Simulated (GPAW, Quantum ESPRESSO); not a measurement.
# K K-edge XANES of K (Im-3m), part 3 of 4

Aim: the K K edge of K (Im-3m) by two routes, a Lanczos recursion (XSpectra) and a sum over empty bands (GPAW), to see which features are robust.

Quantum ESPRESSO 7.5 and GPAW 26.7.0; core-hole supercells, plane-wave PAW LDA.

So far. Step 8 (Spectrum with XCH, K atom 1 (Quantum ESPRESSO)): The total-energy difference is 3613.12 eV. One term is added: -19.73 eV, since the hole is spin-paired here and a spin-polarised one costs that much less in the free atom (computed apart). The photon energy is then 3593.39 eV. The tabulated edge of the element is 3608.4 eV. The functional leaves an error in such absolute values: in the free atom LDA prices this hole 11.1 eV below PBE (computed apart), and PBE is itself good to a few eV.

The database entry behind the starting cell lists a temperature near 5 K, so it need not match the best structure at ambient conditions.

### Step 9. Another broadening

Level of this step: X-ray absorption near-edge structure, plane-wave PAW LDA, one-electron final states by a Lanczos continued fraction (Quantum ESPRESSO).

The final state's lifetime shortens with energy, so measured features broaden above the edge; the saved Lanczos coefficients are redrawn with a width that grows.

File xspectra_plot.in:

```
&input_xspectra
   calculation='xanes_dipole', edge='K'
   prefix='x', outdir='tmp', xiabs=1, xe0=1.7167
   xonly_plot=.true., x_save_file='xanes.sav'
   xniter=3000, xcheck_conv=20, xerror=0.005
   xcoordcrys=.false., xepsilon(1)=1, xepsilon(2)=0, xepsilon(3)=0
/
&plot
   xnepoint=413, xemin=-10, xemax=45, terminator=.true., cut_occ_states=.true.
   gamma_mode='variable', gamma_energy(1)=4, gamma_energy(2)=25, gamma_value(1)=0.37, gamma_value(2)=2.5
/
&pseudos
   filecore='../K.wfc'
/
&cut_occ
   cut_desmooth=0.1, cut_stepl=0.05, cut_stepu=0.05, cut_ierror=1e-5
/
6 6 6 0 0 0
```

Command:

```
$ OMP_NUM_THREADS=1 xspectra.x -in xspectra_plot.in > xspectra_plot.out
```

Numbers of over 12 decimals in the logs are rounded to 6 here.

The program printed:

```text
     [... banner and references ...]
Reading input_file
     -------------------------------------------------------------------------

     calculation: xanes_dipole

     xonly_plot: TRUE
        => only the spectrum plot

     main plot parameters:
        cut_occ_states: TRUE
        gamma_mode:  variable
        -> first, constant up to point ( 4.00, 0.37) [eV]
        -> then, linear up to point (25.00, 2.50) [eV]
        -> finally, constant up to xemax
        xemin [eV]: -10.00
        xemax [eV]:  45.00
        xnepoint:  413
[...]
xemin [eV]: -10.00
        xemax [eV]:  45.00
        xnepoint:  413
        energy-dependent broadening parameter:
         -> first, constant up to point ( 4.00, 0.37) [eV]
         -> then, linear up to point (25.00, 2.50) [eV]
         -> finally, constant up to xemax
        Core level energy [eV]:  -3608.
         (from electron binding energy of neutral atoms in X-ray data booklet)

     Cross-section successfully written in xanes.dat

     -------------------------------------------------------------------------
                                END JOB XSpectra
     -------------------------------------------------------------------------
[key lines of the parts left out:]
Fermi level [eV]:   2.0758
```

The job ended after 3.4 s (1 MPI rank of Arm Neoverse V1, shared host; peak memory 0.05 GiB).

With a Lorentzian half width 0.37 eV up to 4 eV, rising linearly to 2.5 eV at 25 eV, the maxima are 0.9 eV (1.40), 3.6 eV (1.18), 6.7 eV (1.80) and 17.5 eV (1.05).

### Step 10. The field without a hole (GPAW)

The second program starts from its own ground state, on the same cell and functional.

File scf.py:

```python
import numpy as np
from ase import Atoms
from ase.parallel import parprint, paropen
from gpaw import GPAW, PW, FermiDirac, Mixer, MixerDif, setup_paths
from gpaw.test import gen
setup_paths.insert(0, '.')
gen('K', name='nch1s', xcname='LDA', corehole=(1, 0, 0), write_xml=True)
from gpaw.mpi import world
world.barrier()

atoms = Atoms('K',
    cell=[[-2.6125, 2.6125, 2.6125],
     [2.6125, -2.6125, 2.6125],
     [2.6125, 2.6125, -2.6125]],
    scaled_positions=[[0, 0, 0]],
    pbc=True)
atoms.calc = calc = GPAW(legacy_gpaw=True, mode=PW(500, force_complex_dtype=True), xc='LDA', setups={0: 'nch1s'},
    kpts={'size': (7, 7, 7), 'gamma': True}, occupations=FermiDirac(0.05),
    charge=0, mixer=Mixer(0.1, 5, 50), maxiter=150,
    convergence={'density': 0.0001, 'eigenstates': 1e-6}, txt='scf.txt')
energy = atoms.get_potential_energy() + calc.get_reference_energy()
ef = calc.get_fermi_level()
out = dict(energy=energy, fermi=ef, forces=atoms.get_forces().tolist())
parprint(f'all-electron energy {energy:.4f} eV, Fermi level {ef:.4f} eV')
ev = np.array([[calc.get_eigenvalues(k, s) for k in range(len(calc.get_ibz_k_points()))] for s in range(calc.get_number_of_spins())])
out['homo'], out['lumo'], out['counts'] = ev[ev < ef].max(), ev[ev > ef].min(), sorted(set((ev < ef).sum((0, 2)).tolist()))
out['filled'] = (ev[:, 0] < ef).sum(1).tolist()
import json
with paropen('out.json', 'w') as f:
    json.dump(out, f)
```

Command:

```
$ OMP_NUM_THREADS=1 mpirun -n 4 gpaw python scf.py
```

The program printed:

```text
Input parameters:
  convergence: {density: 0.0001,
                eigenstates: 1e-06}
  kpts: {gamma: True,
         size: (7, 7, 7)}
  maxiter: 150
  mixer: {backend: pulay,
          beta: 0.1,
          method: separate,
          nmaxold: 5,
          weight: 50}
  mode: {ecut: 500.0,
         force_complex_dtype: True,
         name: pw}
  occupations: {fixmagmom: False,
                name: fermi-dirac,
[...]
3s(2) :    -1.292727     0.968078
4s(1) :    -0.089213     0.996153
3p(6) :    -0.692304     0.721542
*p    :     0.307696
*d    :     0.000000
--------------------------------

Diagonalizing with gridspacing h=0.050

state   all-electron     PAW
-------------------------------
3s:      -1.292727    -1.293301
3p:      -0.692304    -0.693571
*d:                    0.006385
*f:                    0.053587
-------------------------------
all-electron energy -16342.0270 eV, Fermi level 0.9053 eV
[key lines of the parts left out:]
Converged after 13 iterations.
Dipole moment: (-0.000000, 0.000000, 0.000000) |e|*Ang
Free energy:     -1.360478
Fermi level: 0.90532
```

Run time: 3.8 s. Hardware: 4 MPI ranks; peak memory 0.16 GiB.

The mesh shows no gap, so the system is treated as a metal and the core electron is put at the Fermi level (neutral cell).

### Step 11. Spectrum without a core hole, K atom 1 (GPAW)

This cheap baseline ignores the attraction of the hole: it shows the absorber's empty states as they are in the ground state. The data set with a hole of occupation 0 only carries the core orbital.

File xas.py:

```python
import numpy as np
from ase import Atoms
from ase.parallel import parprint, paropen
from gpaw import GPAW, PW, FermiDirac, Mixer, MixerDif, setup_paths
from gpaw.test import gen
setup_paths.insert(0, '.')
gen('K', name='nch1s', xcname='LDA', corehole=(1, 0, 0), write_xml=True)
from gpaw.mpi import world
world.barrier()

atoms = Atoms('K',
    cell=[[-2.6125, 2.6125, 2.6125],
     [2.6125, -2.6125, 2.6125],
     [2.6125, 2.6125, -2.6125]],
    scaled_positions=[[0, 0, 0]],
    pbc=True)
atoms.calc = calc = GPAW(legacy_gpaw=True, mode=PW(500, force_complex_dtype=True), xc='LDA', setups={0: 'nch1s'},
    kpts={'size': (9, 9, 9), 'gamma': True}, occupations=FermiDirac(0.1),
    charge=0, mixer=Mixer(0.1, 5, 50), maxiter=150,
    convergence={'density': 0.0001, 'eigenstates': 1e-6}, txt='scf.txt')
energy = atoms.get_potential_energy() + calc.get_reference_energy()
ef = calc.get_fermi_level()
out = dict(energy=energy, fermi=ef, forces=atoms.get_forces().tolist())
parprint(f'all-electron energy {energy:.4f} eV, Fermi level {ef:.4f} eV')
ev = np.array([[calc.get_eigenvalues(k, s) for k in range(len(calc.get_ibz_k_points()))] for s in range(calc.get_number_of_spins())])
out['homo'], out['lumo'], out['counts'] = ev[ev < ef].max(), ev[ev > ef].min(), sorted(set((ev < ef).sum((0, 2)).tolist()))
out['filled'] = (ev[:, 0] < ef).sum(1).tolist()

from ase.units import Ha
from gpaw.xas import dipole_matrix_elements
nb = int(calc.get_number_of_electrons() / 2) + 46
top, nb = nb, nb + 8 + nb // 12
nscf = calc.fixed_density(kpts={'size': (8, 8, 8), 'gamma': True}, nbands=nb,
    convergence={'bands': top, 'eigenstates': 1e-5}, maxiter=60, txt='nscf.txt')
cell = atoms.cell.array
ops = [cell.T @ U.T @ np.linalg.inv(cell.T) for U in nscf.wfs.kd.symmetry.op_scc]
E = np.arange(-25, 34, 0.1)
fwhm = np.interp(E, [4, 25], [0.9, 3.5])
Y, X, zero, highest = 0, 0, 1e9, 1e9
for spin in range(nscf.get_number_of_spins()):
    wfs = nscf.wfs
    A = dipole_matrix_elements(wfs.setups[0])
    eps = np.zeros((wfs.kd.nibzkpts, nb))
    d = np.zeros((3, A.shape[1], wfs.kd.nibzkpts, nb), complex)
    for kpt in wfs.kpt_u:
        if kpt.s == spin and 0 in kpt.P_ani:
            eps[kpt.k] = kpt.eps_n * Ha
            d[:, :, kpt.k] = (kpt.weight * wfs.nspins / 2) ** 0.5 * np.inner(A, kpt.P_ani[0])
    world.sum(eps)
    world.sum(d)
    T = np.einsum('amkn,bmkn->abkn', d, d.conj()).real
    T = sum(np.einsum('ai,ijkn,bj->abkn', R, T, R) for R in ops) / len(ops)
    empty = eps > ef
    zero, highest = min(zero, eps[empty].min()), min(highest, eps[:, top - 1].min())
    lines = [(eps, T, empty)] if spin == 0 else lines + [(eps, T, empty)]
for eps, T, empty in lines:
    f = np.einsum('aakn->akn', T).reshape(3, -1)
    x = eps.ravel() - zero
    w = np.interp(x, E, fwhm) / 2.35482
    g = np.exp(-0.5 * ((E[:, None] - x) / w) ** 2) / (w * (2 * np.pi) ** 0.5)
    Y = Y + (f * empty.ravel()) @ g.T
    X = X + (f * ~empty.ravel()) @ g.T
out.update(E=E.round(2).tolist(), xas=Y.tolist(), xes=X.tolist(), zero=zero, valid=highest - zero, nk=len(eps), nb=nb)
for i in range(0, len(E), 10):
    parprint(f'{E[i]:7.2f}', *(f'{v:10.3e}' for v in Y[:, i]))
import json
with paropen('out.json', 'w') as f:
    json.dump(out, f)
```

Command:

```
$ OMP_NUM_THREADS=1 mpirun -n 4 gpaw python xas.py
```

The program printed:

```text
Input parameters:
  convergence: {density: 0.0001,
                eigenstates: 1e-06}
  kpts: {gamma: True,
         size: (9, 9, 9)}
  maxiter: 150
  mixer: {backend: pulay,
          beta: 0.1,
          method: separate,
          nmaxold: 5,
          weight: 50}
  mode: {ecut: 500.0,
         force_complex_dtype: True,
         name: pw}
  occupations: {fixmagmom: False,
                name: fermi-dirac,
[...]
*p    :     0.307696
*d    :     0.000000
--------------------------------

Diagonalizing with gridspacing h=0.050

state   all-electron     PAW
-------------------------------
3s:      -1.292727    -1.293301
3p:      -0.692304    -0.693571
*d:                    0.006385
*f:                    0.053587
-------------------------------
all-electron energy -16342.0281 eV, Fermi level 0.9230 eV
[...]
32.00  1.309e-06  1.309e-06  1.309e-06
  33.00  1.420e-06  1.420e-06  1.420e-06
[key lines of the parts left out:]
Converged after 13 iterations.
Dipole moment: (0.000000, -0.000000, -0.000000) |e|*Ang
Free energy:     -1.369615
Fermi level: 0.92295
```

Run time: 15 s. Hardware: 4 MPI ranks; peak memory 0.2 GiB.

The K K spectrum, K atom 1, no core hole (energy from the lowest empty level; intensity scaled to a mean of 1 over the first 20 eV):

```
E (eV)  intensity
  -2.0       0.00
  -1.4       0.00
  -0.8       0.02
  -0.2       0.22
   0.4       0.57
   1.0       0.88
   1.6       0.78
   2.2       0.59
   2.8       0.57
   3.4       0.63
   4.0       0.56
   4.6       0.59
   5.2       0.60
   5.8       0.75
   6.4       1.43
   7.0       2.20
   7.6       2.04
   8.2       1.21
   8.8       0.75
   9.4       0.72
  10.0       0.78
  10.6       0.84
  11.2       0.96
  11.8       1.10
  12.4       1.17
  13.0       1.14
  13.6       1.07
  14.2       0.99
  14.8       0.92
  15.4       0.92
  16.0       0.96
  16.6       1.05
  17.2       1.16
  17.8       1.26
  18.4       1.33
  19.0       1.32
  19.6       1.24
  20.2       1.13
  20.8       1.04
  21.4       0.97
  22.0       0.94
  22.6       0.94
  23.2       0.95
  23.8       0.98
  24.4       1.01
  25.0       1.05
  25.6       1.07
  26.2       1.09
  26.8       1.07
  27.4       1.03
  28.0       0.97
  28.6       0.91
  29.2       0.87
  29.8       0.87
  30.4       0.92
  31.0       1.00
  31.6       1.10
```

Main maxima below 30 eV (height): 1.1 eV (0.89), 3.3 eV (0.64), 7.2 eV (2.28), 12.5 eV (1.17), 18.6 eV (1.33) and 26.2 eV (1.09). 

The same matrix elements for filled bands give the K K emission of K atom 1 (ground-state approximation; energy from the lowest empty level, largest value 1):

```
E (eV)  emission
-24.00      0.00
-23.25      0.00
-22.50      0.00
-21.75      0.00
-21.00      0.00
-20.25      0.00
-19.50      0.00
-18.75      0.00
-18.00      0.00
-17.25      0.00
-16.50      0.09
-15.75      0.95
-15.00      0.24
-14.25      0.00
-13.50      0.00
-12.75      0.00
-12.00      0.00
-11.25      0.00
-10.50      0.00
 -9.75      0.00
 -9.00      0.00
 -8.25      0.00
 -7.50      0.00
 -6.75      0.00
 -6.00      0.00
 -5.25      0.00
 -4.50      0.00
 -3.75      0.00
 -3.00      0.00
 -2.25      0.00
 -1.50      0.00
 -0.75      0.00
  0.00      0.00
  0.75      0.00
  1.50      0.00
  2.25      0.00
  3.00      0.00
```

Emission maxima: -15.6 eV (1.00).

### Step 12. Reference energy of the supercell (GPAW)

Total energies of two programs can't be mixed, so the cell and mesh of GPAW's hole run get a reference energy of their own.

Changes to scf.py since step 10:

```diff
@@ -10,10 +10,13 @@
 
-atoms = Atoms('K',
-    cell=[[-2.6125, 2.6125, 2.6125],
-     [2.6125, -2.6125, 2.6125],
-     [2.6125, 2.6125, -2.6125]],
-    scaled_positions=[[0, 0, 0]],
+atoms = Atoms('K4',
+    cell=[[5.225, -5.225, 0],
+     [5.225, 0, -5.225],
+     [5.225, 0, 5.225]],
+    scaled_positions=[[0, 0, 0],
+     [0, 0.5, 0.5],
+     [0.5, 0.75, 0.25],
+     [0.5, 0.25, 0.75]],
     pbc=True)
 atoms.calc = calc = GPAW(legacy_gpaw=True, mode=PW(500, force_complex_dtype=True), xc='LDA', setups={0: 'nch1s'},
-    kpts={'size': (7, 7, 7), 'gamma': True}, occupations=FermiDirac(0.05),
+    kpts={'size': (4, 4, 4), 'gamma': True}, occupations=FermiDirac(0.1),
     charge=0, mixer=Mixer(0.1, 5, 50), maxiter=150,
```

Command:

```
$ OMP_NUM_THREADS=1 mpirun -n 4 gpaw python scf.py
```

The program printed:

```text
Input parameters:
  convergence: {density: 0.0001,
                eigenstates: 1e-06}
  kpts: {gamma: True,
         size: (4, 4, 4)}
  maxiter: 150
  mixer: {backend: pulay,
          beta: 0.1,
          method: separate,
          nmaxold: 5,
          weight: 50}
  mode: {ecut: 500.0,
         force_complex_dtype: True,
         name: pw}
  occupations: {fixmagmom: False,
                name: fermi-dirac,
[...]
3s(2) :    -1.292727     0.968078
4s(1) :    -0.089213     0.996153
3p(6) :    -0.692304     0.721542
*p    :     0.307696
*d    :     0.000000
--------------------------------

Diagonalizing with gridspacing h=0.050

state   all-electron     PAW
-------------------------------
3s:      -1.292727    -1.293301
3p:      -0.692304    -0.693571
*d:                    0.006385
*f:                    0.053587
-------------------------------
all-electron energy -65368.1038 eV, Fermi level 0.8962 eV
[key lines of the parts left out:]
Converged after 13 iterations.
Dipole moment: (-0.000000, 0.000000, -0.000000) |e|*Ang
Free energy:     -5.474369
Fermi level: 0.89615
```

Wall time 9.4 s (4 MPI ranks); peak memory 0.24 GiB.

Reference energy: -65368.104 eV with the cores included.

[end of part 3 of 4]

[Banner, clock and machine lines of the logs are left out without a mark of their own.]

[Logs are printed without paths, hosts, clocks, repeated set-up lines and the standing remarks that a program may print on its own settings, such as how far it seeks lower states.]

[Hosts, paths, dates, database ids (printed as entryN), source tags and the programs' standing remarks are cut or masked in the printed files.]

[Lists of maxima count a maximum above −3 eV only where it reaches 4 % of the highest in the window and stands out from its surroundings by 2 % of it (1.5 % where it reaches 55 %); shoulders and weaker maxima are passed over, and of the rest the first, up to two pre-edge ones and the few strongest are named.]
